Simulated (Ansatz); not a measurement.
**G0W0 on several functionals: CsPbBr3 (Pm-3m)**

How much of the starting functional survives in the G0W0 gap of CsPbBr3 (Pm-3m)?

Main program and level: Ansatz 0.2.0; G0W0 on several functionals, plane waves, PAW.

In doubt: masses and optical values from hybrid runs of this build are listed as unsure (steps 3, 4), which bears on the screening that GW takes from such a start.

### 1. The starting structure

Symmetry: Pm-3m, No. 221, cubic system. The conventional cell has a = 5.949 Å, b = 5.949 Å, c = 5.949 Å, α = 90.00°, β = 90.00°, γ = 90.00°. Cs has 12 Br at 4.21 Å nearest. Pb has 6 Br at 2.97 Å nearest. Br has 2 Pb at 2.97 Å and 4 Cs at 4.21 Å nearest. Farther neighbours and most contacts between anions are not listed.

The cell and positions are those that the Materials Project relaxed with its own functionals (PBE, PBE+U or r2SCAN), kept fixed. Spin-orbit coupling is left out unless a step names it.

### 2. G0W0 on PBE

G0W0 replaces the xc potential by the self-energy, built once from these orbitals. Only a window of levels is corrected, while the sums run over the empty bands that the input names. This step takes hard PAW files.

This step: G0W0 on PBE, plane waves, PAW.

Contents of input.yaml:

```yaml
crystal:
  lattice:
    - [5.94863082, 0.0, 0.0]
    - [0.0, 5.94863082, 0.0]
    - [0.0, 0.0, 5.94863082]
  atoms:
    - { symbol: Cs, position: [0.0, 0.0, 0.0] }
    - { symbol: Pb, position: [0.5, 0.5, 0.5] }
    - { symbol: Br, position: [0.5, 0.5, 0.0] }
    - { symbol: Br, position: [0.5, 0.0, 0.5] }
    - { symbol: Br, position: [0.0, 0.5, 0.5] }
kpoints:
  mp_grid: { grid: [4, 4, 4] }
hamiltonian:
  xc: pbe
  pseudopotentials: { kind: paw, source: ansatz }
scf:
  occupations: { method: fixed }
gw:
  n_empty_bands: 878
  ecut_chi: 150.0
  qp_bands: [v2, c2]
  qp_kpoints: band_edges
  screening: { model: contour_deformation }
```

Command:

```console
ansatz run input.yaml --threads 4 --pin off --max-ram 138240MiB --backend cuda --events-out ev --progress --plain --runs-dir out --devices 1 --max-vram 26GiB
```

Numbers of over 12 decimals in the logs are rounded to 6 here.

What it wrote:

```text
GPUs: using 1 of 1 available (devices: 1).
Engine: ansatz 0.2.0, x86_64-unknown-linux-gnu
Pseudopotentials: kind: paw
Pseudopotential: Cs, paw, valence charge 9, recommended cutoff 520 eV (normal), Cs.paw.azcp
Pseudopotential: Pb, paw, valence charge 22, recommended cutoff 580 eV (normal), Pb.paw.azcp
Pseudopotential: Br, paw, valence charge 17, recommended cutoff 680 eV (normal), Br.paw.azcp
Functional definition: PBE
  parameter kappa = 0.804
  parameter beta = 0.066725
  exchange = pbe_x(kappa = kappa, mu = beta*pi^2/3)
  correlation = pbe_c(beta = beta)
device memory: the entry about to start is reckoned to put 5.7 GiB on a device that reports 66.9 GiB free (of which the cap on the GPU budget leaves the run 26.0 GiB)
GPU FFT provider: cuFFT
GPU libraries: cuBLAS 13.8.2, cuFFT 12.4.0, cuSOLVER 12.3.4
Crystal: 5 atoms, lattice volume = 210.499 Å³
Basis set: ecut = 680 eV, 8385 PW (Γ)
Bands: 50, of which v1, the nominal top of the filled ones, is band 41 counted from 1 (40 counted from 0)
Symmetry: 48 space group operations
Space group: Pm-3m (ITA 221), of the structure as read, at distance tolerance 5.9e-5 Å
k-points: 10 of 64
Non-local potential: Cs, projectors of the file, l = 0: 3, l = 1: 2, l = 2: 2, l = 3: 3
Non-local potential: Pb, projectors of the file, l = 0: 3, l = 1: 3, l = 2: 3, l = 3: 2
Non-local potential: Br, projectors of the file, l = 0: 2, l = 1: 2, l = 2: 3, l = 3: 1
PAW form: soft (Blöchl's): semilocal exchange-correlation on the pseudo side does not see the compensation charge
PAW one-centre angular grid: Cs, 194 points (default); XC on 64 Gauss nodes
PAW one-centre angular grid: Pb, 590 points (default); XC on 64 Gauss nodes
PAW one-centre angular grid: Br, 590 points (default); XC on 64 Gauss nodes
Initial density: superposition of atomic densities (chi_scale 0.1, normalization cell, long waves kept (reshape's long-wave potential 0.01 eV rms))
Initial wavefunctions: pseudopotential atomic-orbital guess
GPU buffer pool allocated for 157464 grid points (all kernels)
GPU transforms: local potential and band sums: pruned to the plane-wave sphere, on 54×54×54
Functional: x = pbe(κ = 0.804, μ = 0.219515), c = pbe(β = 0.066725)
SCF iter   1: F=—  HF=-39408.647254 eV  |F-HF|=—  |Δ(HF+E_count)|=         —  Δρ=3.55e-2  dr2=4.68e0  ethr=3.10e-3  ⟨swp⟩=11.4  Hψ=2364  notcnv=0  defer=66
preconditioner: auto → Resta (q_TF=auto, 2.332 Å⁻¹)  ε∞=2.6  [insulator: Δε(μ)=1.226 eV  Ē_g=13.152 eV  n_scr=32 (ndim 8)  ℏωp=16.6 eV  f_vac=0.171  ε∞_Penn≈2.6]
SCF iter   2: F=—  HF=-39406.956592 eV  |F-HF|=—  |Δ(HF+E_count)|=    1.69e0  Δρ=1.22e-2  dr2=8.18e-1  ethr=3.10e-3  ⟨swp⟩=5.7  Hψ=1170  notcnv=0  defer=60
SCF iter   3: F=—  HF=-39406.561741 eV  |F-HF|=—  |Δ(HF+E_count)|=   3.95e-1  Δρ=4.09e-3  dr2=1.07e-1  ethr=9.97e-4  ⟨swp⟩=5.3  Hψ=1030  notcnv=0  defer=65
SCF iter   4: F=—  HF=-39406.527296 eV  |F-HF|=—  |Δ(HF+E_count)|=   3.44e-2  Δρ=1.46e-3  dr2=7.29e-3  ethr=1.31e-4  ⟨swp⟩=5.7  Hψ=999  notcnv=0  defer=69
SCF iter   5: F=—  HF=-39406.528465 eV  |F-HF|=—  |Δ(HF+E_count)|=   1.17e-3  Δρ=2.66e-4  dr2=1.69e-4  ethr=8.89e-6  ⟨swp⟩=4.8  Hψ=1080  notcnv=0  defer=68
SCF iter   6: F=—  HF=-39406.528663 eV  |F-HF|=—  |Δ(HF+E_count)|=   1.98e-4  Δρ=1.14e-4  dr2=2.37e-5  ethr=2.07e-7  ⟨swp⟩=4.4  Hψ=1172  notcnv=0  defer=69
SCF iter   7: F=—  HF=-39406.528677 eV  |F-HF|=—  |Δ(HF+E_count)|=   1.39e-5  Δρ=2.47e-5  dr2=1.32e-6  ethr=2.89e-8  ⟨swp⟩=3.2  Hψ=1104  notcnv=0  defer=67
SCF iter   8: F=-39406.528679 eV  HF=-39406.528679 eV  |F-HF|=5.10e-8  |Δ(HF+E_count)|=   1.36e-6  Δρ=4.78e-6  dr2=8.49e-8  ethr=1.22e-10  ⟨swp⟩=26.6  Hψ=4953  notcnv=0
SCF 1 converged in 8 iterations: F = -39406.528679 eV  dr2 = 8.49e-8
  greatest PAW one-centre occupation: 1.000 electrons in one spin orbital (limit 2), on the Pb atom at site 1 (counted from 0), in its partial waves of l = 0
device memory: the entry about to start is reckoned to put 7.2 GiB (of the 7.3 GiB reckoned in all, the device holds 0.1 GiB already) on a device that reports 61.4 GiB free (of which the cap on the GPU budget leaves the run 25.9 GiB)
NSCF: frozen V_eff on 10 k-points
the band table was solved once the SCF had ended and its energy, with any forces and stress, was formed, with the checks that follow a solve (2652 applications of the Hamiltonian). They found nothing against the state; the energy, forces and stress were not computed again (output.eigenvalues in the input reference)
device memory: the entry about to start is reckoned to put 12.2 GiB on a device that reports 60.2 GiB free (of which the cap on the GPU budget leaves the run 26.0 GiB)
NSCF: frozen V_eff on 10 k-points
G₀W₀ screening: q 1/10
[... further progress lines ...]
SCF converged after 8 iterations
Free energy (F): -39406.528679 eV
Harris-Foulkes:  -39406.528679 eV  (|F-HF|=5.10e-8)
Internal energy: -39406.528679 eV  (E = F + TS)
E sigma→0 (E₀):  -39406.528679 eV
Fermi energy:    4.609687 eV
--- Per-component energies (eV) ---
  E_band       = -2587.986213
  E_kinetic    = 1548.599782
  E_local      = -18052.600389  (includes V_loc(G=0)·N_el)
  E_nonlocal   = -997.726370
  E_hartree    = 6842.612170
  E_xc         = -854.218338
  E_vxc        = -818.982859  (∫ρ·V_xc dr)
  E_paw        = -20460.909790  (= ΣΔE_a)
  E_vpaw       = 2047.532508  (= ΣTr[D̂ρ^β])
  E_aug_tail   = -0.000433  (compensation charges beyond the density's cutoff)
  E_ewald      = -7432.285311
  E_smearing   = -0.000000  (= −TS)
  E_closure    = -0.000000  (closes the sum)
  Σ components = -39406.528679   (vs F -39406.528679, Δ=0.00e0)
--- Band table (eV; the first three rows and the last of 10) ---
  k-point 0: bands = [... 37 lower, 2.7057, 2.8058, 2.8058, 2.8058, 7.7899, 8.9476, 8.9476, 9.6884, ... 5 higher]
  k-point 1: bands = [... 37 lower, 2.6464, 2.7535, 2.7535, 2.8157, 8.3148, 8.9274, 9.3107, 9.3653, ... 5 higher]
  k-point 2: bands = [... 37 lower, 2.5896, 2.7130, 2.7130, 3.3046, 7.2619, 9.1977, 9.8158, 9.9051, ... 5 higher]
  k-point 9: bands = [... 37 lower, 3.1582, 3.1582, 3.1582, 4.6097, 6.2971, 6.2971, 6.2971, 9.2859, ... 5 higher]
--- G₀W₀: contour deformation, 7 samples at zero and on the imaginary axis and 2 off it, 64 q-points, 878 empty bands' worth ---
  eigenvalues of the whole cell's RPA ε∞ on this k-mesh (on a slab, of 1 + 4πα/V) = 5.2083, 5.2083, 5.2083; static W/v taken at q = 0 is 0.192002
  bands read: the sum over 919 bands ends inside a degenerate multiplet in 1 slot, whose members it reads at an even weight; the widest, k=0: bands 918 to 920 (counted from 1) at 2/3 each
  gw.qp_kpoints: band_edges: 4 of 10 stored k-points solved, in 1 pass; an edge of the gap read off the rows below is read off those points alone
    valence top: of the k-points left out ik 5 came nearest to being solved in a further pass, in band 41 (counted from 1, as in the quasiparticle table): it holds the edge there only if its correction is more favourable than any solved in that band by at least 0.641 eV; those differ by 0.446 eV
    conduction bottom: of the k-points left out ik 5 came nearest to being solved in a further pass, in band 42 (counted from 1, as in the quasiparticle table): it holds the edge there only if its correction is more favourable than any solved in that band by at least 0.454 eV; those differ by 0.086 eV
    ik  band        ε_KS         Σx   Σc(E_QP)       V_xc       Z   E_QP_lin       E_QP  E_QP is
     0    40      2.8058   -19.1983     2.5780   -15.3558  0.7371     1.4834     1.5414  root
     0    41      2.8058   -19.1983     2.5780   -15.3558  0.7371     1.4834     1.5414  root
     0    42      7.7899    -3.5803    -3.2430    -7.0232  0.8224     7.9905     7.9898  root
     0    43      8.9476    -3.3059    -3.2541    -6.9146  0.8204     9.3047     9.3023  root
     7    40      2.9994   -19.2805     2.5827   -15.4015  0.7393     1.6427     1.7030  root
     7    41      3.5715   -18.8566     1.3142   -16.6125  0.7591     2.6192     2.6415  root
     7    42      6.7967    -8.8131    -3.3844   -12.4838  0.7841     7.0846     7.0830  root
     7    43      8.1470    -9.2025    -3.6851   -13.2228  0.7662     8.4852     8.4822  root
     8    40      3.1529   -19.5078     2.5318   -15.6920  0.7411     1.8114     1.8688  root
     8    41      4.0996   -18.9257     1.0012   -17.0546  0.7660     3.2123     3.2297  root
     8    42      6.5577    -8.4604    -3.3380   -12.0688  0.7875     6.8294     6.8280  root
     8    43      6.5577    -8.4604    -3.3380   -12.0688  0.7875     6.8294     6.8280  root
     9    40      3.1582   -19.5255     2.5302   -15.7115  0.7412     1.8171     1.8744  root
     9    41      4.6097   -19.1229     0.7404   -17.5644  0.7712     3.7776     3.7917  root
     9    42      6.2971    -7.9870    -3.3063   -11.5515  0.7914     6.5565     6.5553  root
     9    43      6.2971    -7.9870    -3.3063   -11.5515  0.7914     6.5565     6.5553  root
```

Run time: 68 s. Hardware: 1 × NVIDIA H100 80GB HBM3 (shared by 3 runs) with 4 threads of AMD EPYC 7R13 (Zen 3), shared host; peak memory 4.1 GiB.

Numbers from this step:

| Item | Value |
| --- | --- |
| bands summed | 919 |
| RPA ε∞ on this mesh (eigenvalues) | 5.208, 5.208, 5.208 |
| plane waves in the screening matrix | 895 |
| q-points in the mesh | 64 |
| G0W0 gap on the mesh | 2.764 eV |
| k of the valence top | -0.5, -0.5, -0.5 |
| k of the conduction bottom | -0.5, -0.5, -0.5 |
| starting gap on the mesh | 1.687 eV |
| Z at the valence top | 0.7712 |
| Z at the conduction bottom | 0.7914 |
| least direct G0W0 gap on the computed points | 2.764 eV |

The gap on the mesh goes from 1.69 eV to 2.76 eV, a correction of +1.08 eV. Between the two edge states, bare exchange in place of the xc potential would open the gap by 5.12 eV, and correlation takes back 4.05 eV.

### 3. G0W0 on HSE06

The same correction from a different start measures what one shot leaves open.

This step: G0W0 on HSE06, plane waves, PAW.

Changes to input.yaml since step 2:

```diff
@@ -14,3 +14,3 @@
 hamiltonian:
-  xc: pbe
+  xc: hse06
   pseudopotentials: { kind: paw, source: ansatz }
```

What it wrote:

```text
GPUs: using 1 of 1 available (devices: 1).
[...]
davidson cushion auto → on  (no smearing: the cushion is to keep the highest requested band from converging to the state above it; pin scf.eigensolver.cushion to override)
[...]
GPU FFT provider: cuFFT
GPU libraries: cuBLAS 13.8.2, cuFFT 12.4.0, cuSOLVER 12.3.4
Crystal: 5 atoms, lattice volume = 210.499 Å³
Basis set: ecut = 680 eV, 8385 PW (Γ)
Bands: 50, of which v1, the nominal top of the filled ones, is band 41 counted from 1 (40 counted from 0)
Symmetry: 48 space group operations
[...]
k-points: 10 of 64
[...]
GPU buffer pool allocated for 157464 grid points (all kernels)
[...]
SCF iter   1: F=—  HF=-39408.425320 eV  |F-HF|=—  |Δ(HF+E_count)|=         —  Δρ=3.41e-2  dr2=4.36e0  ethr=1.00e-1  ⟨swp⟩=7.6  Hψ=1517  notcnv=0
[...]
SCF iter   5: F=-39406.529254 eV  HF=-39406.529275 eV  |F-HF|=2.09e-5  |Δ(HF+E_count)|=   1.61e-3  Δρ=1.67e-4  dr2=7.59e-5  ethr=2.94e-6  ⟨swp⟩=5.8  Hψ=1526  notcnv=0
SCF 1 stopped early in 5 iterations: F = -39406.529254 eV  dr2 = 7.59e-5
[...]
GPU FFT provider: cuFFT
GPU libraries: cuBLAS 13.8.2, cuFFT 12.4.0, cuSOLVER 12.3.4
[...]
GPU buffer pool allocated for 157464 grid points (all kernels)
[...]
Free energy (F): -39420.218850 eV
Frozen-core exchange: fock
[...]
Internal energy: -39420.218850 eV  (E = F + TS)
E sigma→0 (E₀):  -39420.218850 eV
Fermi energy:    4.211923 eV
[...]
--- Band table (eV; the first three rows and the last of 10) ---
  k-point 0: bands = [... 37 lower, 1.8314, 1.9607, 1.9607, 1.9607, 8.0730, 9.2451, 9.2451, 10.0225]
  k-point 1: bands = [... 37 lower, 1.7745, 1.9016, 1.9016, 2.0305, 8.6136, 9.2947, 9.6245, 9.6839]
  k-point 2: bands = [... 37 lower, 1.7195, 1.8561, 1.8561, 2.6774, 7.5186, 9.5266, 10.1152, 10.2567]
  k-point 9: bands = [... 37 lower, 2.3220, 2.3220, 2.3220, 4.2119, 6.5061, 6.5061, 6.5061, 9.6046]
  guard bands above this table: 5 of the run's 50 bands. The solve was not asked for them (output.publish_guard_bands: true or output.eigenvalues: true publishes all)
[...]
0    40      1.9607   -19.2248     2.1577   -16.2559  0.7726     1.1357     1.1494  root
     0    41      1.9607   -19.2248     2.1577   -16.2559  0.7726     1.1357     1.1494  root
     0    42      8.0730    -3.4731    -3.0715    -6.6758  0.8466     8.2044     8.2041  root
     0    43      9.2451    -3.1374    -3.0392    -6.4297  0.8459     9.4990     9.4982  root
     8    40      2.3170   -19.5098     2.1230   -16.5554  0.7762     1.4718     1.4856  root
     8    41      3.6374   -18.9444     0.7794   -17.5431  0.7982     3.0100     3.0155  root
     8    42      6.7733    -8.1695    -3.2290   -11.6425  0.8156     7.0181     7.0173  root
     8    43      6.7733    -8.1695    -3.2290   -11.6425  0.8156     7.0181     7.0173  root
     9    40      2.3220   -19.5247     2.1221   -16.5717  0.7763     1.4774     1.4912  root
     9    41      4.2119   -19.1525     0.5583   -17.9867  0.8027     3.5995     3.6044  root
     9    42      6.5061    -7.7617    -3.1929   -11.1872  0.8187     6.7395     6.7388  root
     9    43      6.5061    -7.7617    -3.1929   -11.1872  0.8187     6.7395     6.7388  root
```

It took 2.7 min on 1 × NVIDIA H100 80GB HBM3 (shared by 3 runs) with 4 threads; peak memory 5 GiB; 4.3 min of CPU time.

This step gave:

- bands summed: 919
- RPA ε∞ on this mesh (eigenvalues): 3.988, 3.988, 3.988
- plane waves in the screening matrix: 895
- q-points in the mesh: 64
- G0W0 gap on the mesh: 3.134 eV
- k of the valence top: -0.5, -0.5, -0.5
- k of the conduction bottom: -0.5, -0.5, -0.5
- starting gap on the mesh: 2.294 eV
- Z at the valence top: 0.8027
- Z at the conduction bottom: 0.8187
- least direct G0W0 gap on the computed points: 3.134 eV

Against the run with 4×4×4 mesh, 878 empty bands, screening to 150 eV, hard PAW files on PBE, the gap moves by +0.37 eV, while the start moved by +0.61 eV.

### 4. G0W0 on PBE0

This step: G0W0 on PBE0, plane waves, PAW.

Changes to input.yaml since step 3:

```diff
@@ -14,3 +14,3 @@
 hamiltonian:
-  xc: hse06
+  xc: pbe0
   pseudopotentials: { kind: paw, source: ansatz }
```

What it wrote:

```text
GPUs: using 1 of 1 available (devices: 1).
[...]
GPU FFT provider: cuFFT
GPU libraries: cuBLAS 13.8.2, cuFFT 12.4.0, cuSOLVER 12.3.4
Crystal: 5 atoms, lattice volume = 210.499 Å³
Basis set: ecut = 680 eV, 8385 PW (Γ)
Bands: 50, of which v1, the nominal top of the filled ones, is band 41 counted from 1 (40 counted from 0)
Symmetry: 48 space group operations
[...]
k-points: 10 of 64
[...]
8    42      7.0890    -8.1464    -3.1276   -11.3046  0.8307     7.1195     7.1195  root
     8    43      7.0890    -8.1464    -3.1276   -11.3046  0.8307     7.1195     7.1195  root
     9    40      1.9410   -19.5219     1.9566   -16.9479  0.7943     1.3179     1.3236  root
     9    41      3.8969   -19.1630     0.4717   -18.2901  0.8183     3.4942     3.4957  root
     9    42      6.8164    -7.7453    -3.0929   -10.8607  0.8335     6.8388     6.8388  root
     9    43      6.8164    -7.7453    -3.0929   -10.8607  0.8335     6.8388     6.8388  root
[key lines of the parts left out:]
Free energy (F): -39415.975189 eV
Fermi energy:    3.896874 eV
```

Wall time 2.9 min (1 × NVIDIA H100 80GB HBM3 (shared by 3 runs) with 4 threads); peak memory 4.9 GiB.

Numbers from this step:

- bands summed: 919
- RPA ε∞ on this mesh (eigenvalues): 3.545, 3.545, 3.545
- plane waves in the screening matrix: 895
- G0W0 gap on the mesh: 3.343 eV
- k of the valence top: -0.5, -0.5, -0.5
- k of the conduction bottom: -0.5, -0.5, -0.5
- starting gap on the mesh: 2.920 eV
- least direct G0W0 gap on the computed points: 3.343 eV

Against the run with 4×4×4 mesh, 878 empty bands, screening to 150 eV, hard PAW files on HSE06, the gap moves by +0.21 eV, while the start moved by +0.63 eV.

### 5. Side by side

All on the 4×4×4 mesh with 878 empty bands and screening to 150 eV. Times are wall times on 1 × NVIDIA H100 80GB HBM3 (shared by 3 runs) with 4 threads of AMD EPYC 7R13 (Zen 3), shared host, good to a factor of about two.

```csv
start,starting gap (eV),shift (eV),G0W0 gap (eV),RPA ε∞ (harmonic mean),"Z (valence, conduction)",time
PBE,1.69,+1.08,2.76,5.21,"0.77, 0.79",68 s
HSE06,2.29,+0.84,3.13,3.99,"0.80, 0.82",2.7 min
PBE0,2.92,+0.42,3.34,3.55,"0.82, 0.83",2.9 min
```

The parts of the quasiparticle energy at the two band edges (eV; QP = start + Σx + Σc − Vxc):

```
  run               edge  start      Σx     Σc     Vxc     Z    QP
  PBE        valence top   4.61  -19.12   0.74  -17.56  0.77  3.79
  PBE  conduction bottom   6.30   -7.99  -3.31  -11.55  0.79  6.56
HSE06        valence top   4.21  -19.15   0.56  -17.99  0.80  3.60
HSE06  conduction bottom   6.51   -7.76  -3.19  -11.19  0.82  6.74
 PBE0        valence top   3.90  -19.16   0.47  -18.29  0.82  3.50
 PBE0  conduction bottom   6.82   -7.75  -3.09  -10.86  0.83  6.84
```

For a hybrid start, Vxc holds its share of exact exchange.

### 6. Summary of results

| Quantity | Value |
| --- | --- |
| G0W0@PBE | 2.76 eV (start 1.69 eV) |
| G0W0@HSE06 | 3.13 eV (start 2.29 eV) |
| G0W0@PBE0 | 3.34 eV (start 2.92 eV) |
| known limits | not at the basis limit; no spin-orbit coupling |

What this shows: The starting gaps span 1.23 eV and the G0W0 gaps 0.58 eV. Between PBE and PBE0, 0.58 eV of the 1.23 eV survives, 47 %. PBE0 screens less than PBE (ε∞ 3.55 against 5.21). Of the 0.58 eV by which its G0W0 gap is higher, the correlation part gives +0.48 eV, and exchange with the one-particle terms, which follow the orbitals, +0.10 eV. The smallest correction, +0.42 eV, is on PBE0, the start nearest to reproducing itself. Bands and cutoff are finite, so the gap is not at the basis limit. The miss can reach some tenths of an eV and take either sign; the mesh is an error of its own. The program warns that the mesh is coarse for exact exchange, which bears on the hybrid start's gap. Where an edge is built on 6p states of lead, bismuth or thallium, scalar-relativistic gaps usually stand too wide, by a few tenths to over one eV. This is the ideal cubic cell; many perovskites, halides above all, are cubic only on average, and local tilts or off-centring can widen the gap. The many-body steps are scalar-relativistic: spin-orbit coupling is not in them.

[Paths, hosts, dates, memory and timing lines, banners, echoed tables and standing remarks are left out of the program output.]

[Logs are printed without paths, hosts, clocks, repeated set-up lines and the standing remarks that a program may print on its own settings, such as how far it seeks lower states.]

[Runs of the session that timed out or met a known fault of the program may be left out.]

[Cells called generated may have been cut or substituted from an entry of the Crystallography Open Database or the Materials Project.]

[Hosts, paths, dates, database ids (printed as entryN), source tags and the programs' standing remarks are cut or masked in the printed files.]
